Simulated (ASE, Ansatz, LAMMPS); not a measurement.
# (9,0) carbon nanotube in a second wall (216 atoms): support functions against a reference

Wanted: errors and times of a linear-scaling basis for (9,0) carbon nanotube in a second wall (216 atoms). A setting counts as converged where the r.m.s. difference of forces stays under 1 % of the r.m.s. force.

Calculated with Ansatz 0.2.0; Kohn-Sham DFT, r2SCAN+D4, PAW (set soft_2), plane waves.

## Step 1: Starting point

The cell holds 216 atoms: 216 C. Cell: a = 24.095 Å, b = 24.095 Å, c = 8.522 Å, α = 90.0°, β = 90.0°, γ = 90.0°. It derives from C (graphene). Graphene sheet (a = 2.46 Å) rolled into a (9,0) tube of diameter 7.05 Å inside an (18, 0) tube, 2 periods, 10 Å of vacuum; then minimised and run for 3 ps at 300 K (NVT) with a classical potential, last frame taken. Regions: inner wall, 72 atoms (72 C); outer wall, 144 atoms (144 C). Vacuum lies along a and b. The structure repeats along c.

What the set-up can't give: Beside vacuum, support functions can miss their usual error bounds without a warning. Only the Γ point is sampled, in a cell whose periodic width is 9 Å.

## Step 2: Making the structure

A classical potential prepares the built cell, by minimisation and a short run of dynamics.

This step: classical potential: AIREBO (Stuart, Tutein and Harrison, J. Chem. Phys. 112, 6472 (2000)) (LAMMPS stable Jul 2025 - Update 4).

in.lammps

```
units metal
atom_style atomic
boundary p p p
atom_modify map array
read_data structure.data
pair_style airebo 3.0 1 1
pair_coeff * * CH.airebo C
thermo_style custom step temp pe press lx ly lz fmax
thermo 300
min_style cg
minimize 0 1e-4 3000 30000
reset_timestep 0
timestep 0.001
velocity all create 600 50275 dist gaussian
fix md all nvt temp 300 300 0.1
run 3000
write_data relaxed.data nocoeff
```

Started as:

```console
$ lmp -in in.lammps -log log.lammps -screen none -nocite
```

Log:

```text
LAMMPS (22 Jul 2025 - Update 4)
  216 atoms
   Step          Temp          PotEng         Press            Lx             Ly             Lz            Fmax     
         0   0             -1595.4979     -39495.86       24.094762      24.094762      8.52169        0.13536715   
        35   0             -1596.6288     -22880.886      24.094762      24.094762      8.52169        1.1171892e-05
Loop time of 1.03419 on 1 procs for 35 steps with 216 atoms
Minimization stats:
  Stopping criterion = force tolerance
  Energy initial, next-to-last, final = 
     -1595.49790275782  -1596.62880275586  -1596.62880275598
  Force two-norm initial, final = 1.9357795 9.6275178e-05
  Force max component initial, final = 0.13536715 1.1171892e-05
  Iterations, force evaluations = 35 70
   Step          Temp          PotEng         Press            Lx             Ly             Lz            Fmax     
[... 2 lines left out ...]
       600   299.6124      -1587.6523     -18684.192      24.094762      24.094762      8.52169        5.2549518    
       900   262.15816     -1588.2372     -23030.878      24.094762      24.094762      8.52169        5.0471674    
      1200   273.41488     -1588.6239     -20336.957      24.094762      24.094762      8.52169        5.3250282    
      1500   299.4071      -1587.753      -20848.713      24.094762      24.094762      8.52169        4.2343264    
      1800   281.45859     -1588.6918     -23484.686      24.094762      24.094762      8.52169        4.209184     
      2100   299.11592     -1588.258      -19652.753      24.094762      24.094762      8.52169        4.8944483    
      2400   302.5066      -1588.9077     -25237.951      24.094762      24.094762      8.52169        4.5727872    
      2700   293.07057     -1587.4008     -20024.411      24.094762      24.094762      8.52169        5.6250484    
      3000   281.39496     -1588.4337     -25155.921      24.094762      24.094762      8.52169        3.2660256    
Loop time of 27.0115 on 1 procs for 3000 steps with 216 atoms
```

The job ended after 29 s (1 thread of Intel Xeon at 2.80GHz (Skylake/Cascade Lake), shared host).

## Step 3: Plane-wave single point

The first run fixes the reference, at a cutoff of 500 eV.

input.yaml

```yaml
crystal:
  lattice:
    - [24.09476, 0.0, 0.0]
    - [0.0, 24.09476, 0.0]
    - [0.0, 0.0, 8.52169]
  atoms:
    - { symbol: C, position: [0.64504, 0.47661, 0.31199] }
    - { symbol: C, position: [0.64773, 0.52876, 0.22908] }
    - { symbol: C, position: [0.62491, 0.57402, 0.31472] }
    - { symbol: C, position: [0.59177, 0.61188, 0.2301] }
    - { symbol: C, position: [0.64315, 0.52838, 0.56586] }
    - { symbol: C, position: [0.63152, 0.57824, 0.47984] }
    - { symbol: C, position: [0.54887, 0.6403, 0.3125] }
    - { symbol: C, position: [0.49851, 0.64922, 0.23086] }
    - { symbol: C, position: [0.59808, 0.61949, 0.56378] }
    - { symbol: C, position: [0.54938, 0.64028, 0.47839] }
    - { symbol: C, position: [0.45036, 0.63588, 0.32009] }
    - { symbol: C, position: [0.40916, 0.60659, 0.23008] }
    - { symbol: C, position: [0.50061, 0.64742, 0.56687] }
    - { symbol: C, position: [0.45253, 0.63389, 0.48725] }
    - { symbol: C, position: [0.37227, 0.57376, 0.31447] }
    - { symbol: C, position: [0.35412, 0.5248, 0.2312] }
    - { symbol: C, position: [0.40739, 0.60929, 0.57042] }
    - { symbol: C, position: [0.37044, 0.57128, 0.48222] }
    - { symbol: C, position: [0.3571, 0.47402, 0.31637] }
    - { symbol: C, position: [0.37311, 0.42646, 0.22716] }
    - { symbol: C, position: [0.35669, 0.52353, 0.56434] }
    - { symbol: C, position: [0.35873, 0.47228, 0.48505] }
    - { symbol: C, position: [0.40848, 0.38884, 0.31097] }
    - { symbol: C, position: [0.44966, 0.35876, 0.22859] }
    - { symbol: C, position: [0.37468, 0.42306, 0.55762] }
    - { symbol: C, position: [0.40715, 0.3849, 0.47939] }
    - { symbol: C, position: [0.50133, 0.35048, 0.311] }
    - { symbol: C, position: [0.55078, 0.36462, 0.22492] }
    - { symbol: C, position: [0.45029, 0.35938, 0.5645] }
    - { symbol: C, position: [0.50024, 0.35172, 0.47389] }
    - { symbol: C, position: [0.59358, 0.39002, 0.31326] }
    - { symbol: C, position: [0.62665, 0.42877, 0.2269] }
    [... 178 atom lines left out ...]
    - { symbol: C, position: [0.77641, 0.40413, 0.59501] }
    - { symbol: C, position: [0.78376, 0.45279, 0.5068] }
    - { symbol: C, position: [0.75147, 0.35891, 0.84037] }
    - { symbol: C, position: [0.772, 0.40486, 0.76107] }
    - { symbol: C, position: [0.78827, 0.45458, 0.84803] }
    - { symbol: C, position: [0.7903, 0.50487, 0.7665] }
kpoints:
  mp_grid: { grid: [1, 1, 1] }
hamiltonian:
  xc: r2scan
  dispersion: d4
scf:
  occupations: { method: gaussian, width: 0.025 }
output:
  forces: true
  populations: true
  dos:
    method: { smearing: { sigma: 0.08 } }
    de: 0.1
    projected:
      site_lists:
        C: [C]
        inner_wall: [0, 1, 2, 3, 4, 5, 6, 7, 8, 9, 10, 11, 12, 13, 14, 15, 16, 17, 18, 19, 20, 21, 22, 23, 24, 25, 26, 27, 28, 29, 30, 31, 32, 33, 34, 35, 108, 109, 110, 111, 112, 113, 114, 115, 116, 117, 118, 119, 120, 121, 122, 123, 124, 125, 126, 127, 128, 129, 130, 131, 132, 133, 134, 135, 136, 137, 138, 139, 140, 141, 142, 143]
  eigenvalues: true
  write_density: true
  write_potential: true
  volumetric_format: npy
```

Started as:

```console
$ ansatz run input.yaml --threads 8 --pin off --max-ram 15872MiB --backend cpu --events-out ev --progress --plain --runs-dir out
```

Log:

```text
Engine: ansatz 0.2.0, aarch64-unknown-linux-gnu
Pseudopotentials: kind: paw
Pseudopotential: C, paw, valence charge 4, recommended cutoff 500 eV (meta_gga), C.paw.azcp
[... 6 lines on functional and potentials left out ...]
Crystal: 216 atoms, lattice volume = 4947.331 Å³
Basis set: ecut = 500 eV, 125711 PW (Γ), exchange–correlation on 720×720×256 points (64 copies of the dense FFT grid, shifted against one another)
Bands: 648, of which v1, the nominal top of the filled ones, is band 432 counted from 1 (431 counted from 0)
Symmetry: 1 space group operations
Space group: P1 (ITA 1), of the structure as read, at distance tolerance 1.7e-4 Å
k-points: 1
[... 4 lines on functional and potentials left out ...]
Initial density: superposition of atomic densities (neutral atoms: chi_scale 0, normalization atom), corrected by the library's trained network
Initial wavefunctions: pseudopotential atomic-orbital guess
Functional: x = r2scan, c = r2scan; τ floored in thin density (d = 2e-4 eV/Å³)
SCF iter   1: F=—  HF=-54323.337832 eV  |F-HF|=—  |Δ(HF+E_count)|=         —  Δρ=6.26e-3  dr2=9.62e0  dr2_τ=4.58e1  ethr=1.77e-3  ⟨swp⟩=7.0  Hψ=3324  notcnv=0  defer=189
preconditioner: auto → LDOS  [insulator: Δε(μ)=0.026 eV  Ē_g=15.726 eV  σ=0.025 eV  W_gap=0.54  n_scr=740 (ndim 8)  ℏωp=15.5 eV  f_vac=0.599  D(μ)=69.33/eV (n_scr^D=356)  ε∞_Penn≈2.0  β→1.0]
SCF iter   2: F=—  HF=-54327.800260 eV  |F-HF|=—  |Δ(HF+E_count)|=    4.46e0  Δρ=5.73e-3  dr2=1.36e1  dr2_τ=2.84e-1  ethr=1.11e-3  ⟨swp⟩=3.0  Hψ=1131  notcnv=0  defer=209
SCF iter   3: F=—  HF=-54327.332034 eV  |F-HF|=—  |Δ(HF+E_count)|=   4.68e-1  Δρ=1.93e-3  dr2=2.70e-1  dr2_τ=2.01e-2  ethr=1.11e-3  ⟨swp⟩=2.0  Hψ=440  notcnv=0  defer=209
SCF iter   4: F=—  HF=-54327.332568 eV  |F-HF|=—  |Δ(HF+E_count)|=   5.34e-4  Δρ=8.55e-4  dr2=4.90e-2  dr2_τ=1.05e-2  ethr=3.12e-5  ⟨swp⟩=2.0  Hψ=1137  notcnv=0  defer=203
SCF iter   5: F=—  HF=-54327.329659 eV  |F-HF|=—  |Δ(HF+E_count)|=   2.91e-3  Δρ=3.01e-4  dr2=8.68e-3  dr2_τ=6.30e-4  ethr=5.67e-6  ⟨swp⟩=2.0  Hψ=755  notcnv=0  defer=203
SCF iter   6: F=—  HF=-54327.329831 eV  |F-HF|=—  |Δ(HF+E_count)|=   1.72e-4  Δρ=1.69e-4  dr2=2.49e-3  dr2_τ=1.11e-4  ethr=1.01e-6  ⟨swp⟩=2.0  Hψ=761  notcnv=0  defer=203
SCF iter   7: F=—  HF=-54327.329746 eV  |F-HF|=—  |Δ(HF+E_count)|=   8.55e-5  Δρ=9.65e-5  dr2=9.83e-4  dr2_τ=4.33e-5  ethr=2.88e-7  ⟨swp⟩=2.0  Hψ=773  notcnv=0  defer=203
SCF iter   8: F=—  HF=-54327.329709 eV  |F-HF|=—  |Δ(HF+E_count)|=   3.68e-5  Δρ=5.66e-5  dr2=4.92e-4  dr2_τ=1.23e-5  ethr=1.14e-7  ⟨swp⟩=3.0  Hψ=912  notcnv=0  defer=203
SCF iter   9: F=—  HF=-54327.329714 eV  |F-HF|=—  |Δ(HF+E_count)|=   4.48e-6  Δρ=3.22e-5  dr2=1.37e-4  dr2_τ=5.65e-6  ethr=5.70e-8  ⟨swp⟩=3.0  Hψ=757  notcnv=0  defer=203
SCF iter  10: F=—  HF=-54327.329699 eV  |F-HF|=—  |Δ(HF+E_count)|=   1.49e-5  Δρ=1.89e-5  dr2=6.07e-5  dr2_τ=1.37e-6  ethr=1.58e-8  ⟨swp⟩=3.0  Hψ=841  notcnv=0  defer=203
SCF iter  11: F=—  HF=-54327.330890 eV  |F-HF|=—  |Δ(HF+E_count)|=   1.19e-3  Δρ=1.14e-5  dr2=1.69e-5  dr2_τ=4.46e-7  ethr=7.03e-9  ⟨swp⟩=2.0  Hψ=544  notcnv=0  defer=203
SCF iter  12: F=—  HF=-54327.330890 eV  |F-HF|=—  |Δ(HF+E_count)|=   1.04e-7  Δρ=6.66e-6  dr2=4.58e-6  dr2_τ=2.41e-7  ethr=1.95e-9  ⟨swp⟩=2.0  Hψ=577  notcnv=0  defer=203
SCF iter  13: F=—  HF=-54327.330890 eV  |F-HF|=—  |Δ(HF+E_count)|=   1.04e-7  Δρ=3.80e-6  dr2=1.46e-6  dr2_τ=4.68e-8  ethr=5.30e-10  ⟨swp⟩=2.0  Hψ=774  notcnv=0  defer=203
SCF iter  14: F=—  HF=-54327.330890 eV  |F-HF|=—  |Δ(HF+E_count)|=   1.13e-7  Δρ=2.18e-6  dr2=5.72e-7  dr2_τ=2.25e-8  ethr=1.69e-10  ⟨swp⟩=3.0  Hψ=838  notcnv=0  defer=203
SCF iter  15: F=—  HF=-54327.330890 eV  |F-HF|=—  |Δ(HF+E_count)|=   6.36e-8  Δρ=1.33e-6  dr2=2.42e-7  dr2_τ=6.10e-9  ethr=6.63e-11  ⟨swp⟩=3.0  Hψ=778  notcnv=0  defer=203
SCF iter  16: F=-54327.330890 eV  HF=-54327.330890 eV  |F-HF|=4.74e-8  |Δ(HF+E_count)|=   2.55e-8  Δρ=8.29e-7  dr2=9.97e-8  dr2_τ=2.59e-9  ethr=1.16e-11  ⟨swp⟩=34.0  Hψ=7789  notcnv=0
SCF 1 converged in 16 iterations: F = -54327.330890 eV  dr2 = 9.97e-8
  greatest PAW one-centre occupation: 0.703 electrons in one spin orbital (limit 2), on the C atom at site 191 (counted from 0), in its partial waves of l = 0
WARN: The output density's exchange-correlation potential varies sharply where the density is thin. Do not read a vacuum level from v_tot or v_xc, or from such a field of the output density. On a cell that repeats whose density bears no net charge and no dipole along the vacuum's axis use v_es (v_loc + v_h of the components); [...]
SCF converged after 16 iterations
Free energy (F): -54327.330890 eV
Harris-Foulkes:  -54327.330890 eV  (|F-HF|=4.74e-8)
Internal energy: -54327.309130 eV  (E = F + TS)
E sigma→0 (E₀):  -54327.320010 eV
Entropy (-TS):   -0.021760 eV (-0.101 meV/atom)
Fermi energy:    0.087596 eV
--- Per-component energies (eV) ---
  E_band       = -8422.531947
  E_kinetic    = 19710.711634
  E_local      = -473956.837100  (includes V_loc(G=0)·N_el)
  E_nonlocal   = 5841.061028
  E_hartree    = 227398.580503
  E_xc         = -10207.217731
  E_vxc        = -14146.242864  (∫ρ·V_xc dr)
  E_paw        = -21794.930837  (= ΣΔE_a)
  E_vpaw       = -1465.030007  (= ΣTr[D̂ρ^β])
  E_aug_tail   = 0.001128  (compensation charges beyond the density's cutoff)
  E_vtau       = 796.670214  (kinetic-family band-sum trace: ∫τ·v_τ [+ j·A + Jᵃ·Aᵃ] dr)
  E_ewald      = 198698.610116
  E_disp       = -11.936744  (pairwise vdW)
  E_core_change = -5.351127  (= ΣΔE_core)
  E_smearing   = -0.021760  (= −TS)
  E_closure    = -0.000000  (closes the sum)
  Σ components = -54327.330890   (vs F -54327.330890, Δ=0.00e0)
--- Forces (eV/Å), atoms counted from 1 ---
  atom   1  C      0.02161522     0.46026824    -1.11798104
  atom   2  C     -1.42934091    -0.78416736     0.65815608
  atom   3  C      1.69015451     0.45151160    -0.72183788
  atom   4  C     -0.61463239     1.26332451     1.41248892
  atom   5  C      0.55301033     0.28542394    -1.30837810
  atom   6  C     -1.66610802     0.42019599     1.07750462
  atom   7  C      0.74326921    -0.74521430    -0.21430700
  atom   8  C      0.45931475     0.38754063     0.90013744
  atom   9  C     -1.07688559    -1.21406184    -2.33203439
  atom  10  C      1.98237720     0.05151803     1.43252746
  atom  11  C      0.27212875    -0.37259085    -1.96411026
  atom  12  C      0.09146076     1.84859293     2.24649679
  atom  13  C      1.41629638     0.24566576    -0.89140434
  atom  14  C     -2.98788156    -0.18364856    -0.28604617
[...]
atom 215  C     -1.74244030    -1.29774760    -1.47398220
  atom 216  C      1.62091650     0.01171482    -0.68283531
  max |Σ_I F_I| component: 2.44e-4 eV/Å
--- Band table (eV) ---
  k-point 0: bands = ["-21.1568", "-20.9769", "-20.9486", "-20.9316", [... 632 levels ...], "8.2642", "8.2770", "8.2835", "8.3078", "8.3222", "8.3397", "8.3469", "8.3600", "8.3698", "8.3782", "8.3957", "8.4209"]
--- Löwdin populations: 216 sites ---
  site symbol       q [e]
     0      C      3.9470
     1      C      3.9819
     2      C      3.9490
[...]
215      C      3.9508
  spilling = 0.009995 (of n_electrons = 864.000000)
```

Run time: 4.5 min. Hardware: 8 threads of Arm Neoverse V1, shared host; peak memory 14 GiB.

The program notes that it cut back its work space to fit the memory limit and the exchange-correlation potential is rough where the density is thin.

Numbers from this run:

- free energy: -54327.3309 eV
- free energy per atom: -251.5154 eV/atom
- SCF cycles: 16
- r.m.s. force component: 1.161 eV/Å
- longest force: 4.542 eV/Å
- Fermi energy: 0.0876 eV
- levels partly filled by over 2 per cent: 2
- spilling of the projection: 0.009995

Length of the force by element:

```tsv
element	coordination	atoms	mean length of the force (eV/Å)	spread	least	most
C	all	216	1.85	0.777	0.329	4.54
```

The mean of these charges, 0.040 e, is only the charge that the projection spills.

Löwdin charges by element (they lack the spilled electrons, 0.040 e an atom on average):

```tsv
element	coordination	atoms	mean charge (e)	spread	least	most
C	all	216	0.04	0.0105	-0.0013	0.061
```

By region:

```tsv
region	atoms	mean length of the force (eV/Å)
inner wall	72	1.68
outer wall	144	1.94
```

Density of states as counts of states in windows of 1 eV (from the Fermi level), total and the larger projections:

```tsv
from (eV)	to (eV)	total	C p	inner wall	C s
-14	-13	50.4	31.8	19.9	18.0
-13	-12	18.3	11.7	4.0	6.5
-12	-11	29.9	23.6	11.8	6.0
-11	-10	30.7	25.2	8.6	5.2
-10	-9	31.1	25.3	11.3	5.6
-9	-8	71.5	60.8	24.5	9.9
-8	-7	89.9	85.5	31.4	3.5
-7	-6	82.9	79.2	26.2	3.0
-6	-5	67.1	65.4	20.6	1.2
-5	-4	37.4	36.5	9.8	0.7
-4	-3	52.9	52.4	19.8	0.3
-3	-2	41.6	41.2	13.3	0.3
-2	-1	17.0	16.8	7.6	0.1
-1	0	16.0	15.8	3.9	0.1
0	1	25.9	25.0	12.4	0.4
1	2	29.4	28.0	4.4	0.4
2	3	23.2	21.6	8.1	0.1
3	4	22.4	15.3	6.4	0.2
4	5	41.5	22.8	11.3	1.1
```

The curve was stored every 0.100 eV, coarse against its broadening of 0.08 eV, so these counts are rough.

Between -22 and -14 eV lie 227 more states.

The levels nearest the highest filled one (over half full), pooled over k-points and spins:

```tsv
level less the highest filled one (eV)	occupation
-0.786	2
-0.751	2
-0.0701	2
-0.0557	2
-0.0213	1.96
0	1.62
0.0302	0.407
0.0606	0.011
0.106	0
0.124	0
0.355	0
0.555	0
```

Valence density in the ca plane at fractional y = 0.359, with atoms of C within 0.2 Å of it. It is the smooth field of the valence electrons, not physical close to the nuclei.

Values in e/Å³, 13 rows by 16 columns, each cell a mean:
```
0.0 0.0 0.0 0.0 0.0 0.0 0.0 0.0 0.0 0.0 0.0 0.0 0.0 0.0 0.0 0.0
0.0 0.0 0.0 0.0 0.0 0.0 0.0 0.0 0.0 0.0 0.0 0.0 0.0 0.0 0.0 0.0
0.3 0.2 0.1 0.1 0.2 0.3 0.3 0.3 0.4 0.3 0.1 0.1 0.3 0.4 0.3 0.2
1.0 0.8 0.3 0.3 0.7 1.1 0.9 0.9 1.0 0.8 0.3 0.2 0.6 0.9 0.9 0.9
0.2 0.1 0.0 0.1 0.1 0.1 0.1 0.1 0.1 0.1 0.0 0.1 0.2 0.2 0.2 0.2
1.3 1.2 1.0 1.1 1.2 0.7 0.3 0.6 1.2 1.1 0.9 1.1 1.3 0.8 0.4 0.6
1.7 1.2 0.7 0.9 1.6 1.3 1.0 1.2 1.6 1.0 0.6 0.9 1.7 1.4 1.0 1.2
1.0 0.9 0.7 0.8 1.0 0.6 0.4 0.6 1.1 0.9 0.7 0.8 1.0 0.8 0.4 0.5
0.1 0.1 0.1 0.1 0.1 0.1 0.1 0.1 0.1 0.1 0.1 0.1 0.1 0.1 0.1 0.1
1.2 0.9 0.3 0.2 0.7 1.2 1.1 1.0 1.2 0.9 0.3 0.2 0.7 1.2 1.1 1.1
0.1 0.1 0.1 0.1 0.1 0.1 0.1 0.1 0.2 0.2 0.1 0.1 0.1 0.1 0.1 0.0
0.0 0.0 0.0 0.0 0.0 0.0 0.0 0.0 0.0 0.0 0.0 0.0 0.0 0.0 0.0 0.0
0.0 0.0 0.0 0.0 0.0 0.0 0.0 0.0 0.0 0.0 0.0 0.0 0.0 0.0 0.0 0.0
```
Columns run along c (8.5 Å), rows up along a (24.1 Å). Atoms in or near the plane, at fractional coordinates: C at (0.23, 0.45), C at (0.22, 0.55), C at (0.56, 0.45), C at (0.47, 0.50), C at (0.56, 0.55), C at (0.01, 0.26), C at (0.35, 0.25), C at (0.01, 0.75), C at (0.34, 0.75), C at (0.73, 0.45), C at (0.81, 0.50), C at (0.73, 0.55), C at (0.06, 0.45), C at (0.98, 0.50) and more.

Electrostatic potential energy in the ca plane at fractional y = 0.359, with atoms of C within 0.2 Å of it. With pseudopotentials it is smooth inside the atoms' cores, unlike the true potential.

Ten even steps from '0' (-55 eV) to '9' (4 eV), each cell a mean:
```
9999999999999999999999999
9999999999999999999999999
9999999999999999999999999
9999999999999999999999999
9999999999999999999999999
3379999633673248999731375
4478998744785568999865686
9999999999999999999999999
9999999999999999999999999
6889988878987889998757886
5005510488987202730168988
1478875225732367886312762
4236743357865334763245875
6346733578987434763368888
8999999888987899999877888
9999999999999999999999999
8999999999999999999999999
0168998611573258999730263
8889999866886578999887798
9999999999999999999999999
9999999999999999999999999
9999999999999999999999999
9999999999999999999999999
9999999999999999999999999
```
Columns run along c (8.5 Å; values clipped at the 3rd and 97th percentile), rows up along a (24.1 Å). Atoms in or near the plane, at fractional coordinates: C at (0.23, 0.45), C at (0.22, 0.55), C at (0.56, 0.45), C at (0.47, 0.50), C at (0.56, 0.55), C at (0.01, 0.26), C at (0.35, 0.25), C at (0.01, 0.75), C at (0.34, 0.75), C at (0.73, 0.45), C at (0.81, 0.50), C at (0.73, 0.55), C at (0.06, 0.45), C at (0.98, 0.50) and more.

Löwdin charges run from -0.00 to +0.06 e, about a mean that is the spilled charge alone. Within 0.4 eV of the Fermi level the largest share is C p (99 % of the projected weight).

## Step 4: Structure statistics

Bonds and neighbours are counted at the geometry of the runs.

Normalised to the volume that the atoms fill. Pair distribution function in bins of 0.2 Å:

```tsv
r (Å)	total
1.30	1.61
1.50	4.49
1.70	0.00
1.90	0.00
2.10	0.00
2.30	0.57
2.50	3.52
2.70	0.53
2.90	1.02
3.10	0.00
3.30	0.12
3.50	0.49
3.70	2.00
3.90	0.60
4.10	1.10
4.30	1.28
4.50	0.47
4.70	0.67
4.90	1.41
5.10	0.92
5.30	0.49
5.50	0.63
5.70	0.60
5.90	0.56
6.10	0.85
6.30	0.95
6.50	0.84
6.70	0.43
```

Bonds by pair of elements; cutoffs follow the first minimum of g(r), held within bounds set by covalent radii, and pairs that aren't listed don't count as bonded:

```tsv
pair A-B	cutoff (Å)	bonds	mean length (Å)	spread (Å)	shortest (Å)	B about A	A about B
C-C	1.82	324	1.42	0.023	1.35	3	3
```

How many atoms have how many bonded neighbours:

```tsv
element	mean	3
C	3	216
```

Bond angles, per cent of each kind in bins of 5°:

```tsv
angle (°)	C-C-C
110–115	4.3
115–120	55.2
120–125	39.7
125–130	0.8
```

Bond angles (no mean is given where the spread exceeds 20°):

```tsv
angle	count	mean (°)	spread (°)
C-C-C	648	119	2.5
```

The first maximum of g(r) stands at about 1.41 Å. By these cutoffs all C atoms have 3 bonded neighbours. The C-C-C angle averages 119° with a spread of 2°.

(Part 1 of 2 ends here.)

[Logs are printed without paths, hosts, clocks, repeated set-up lines and the standing remarks that a program may print on its own settings, such as how far it seeks lower states.]

[Hosts, paths, dates, database ids (printed as entryN), source tags and the programs' standing remarks are cut or masked in the printed files.]
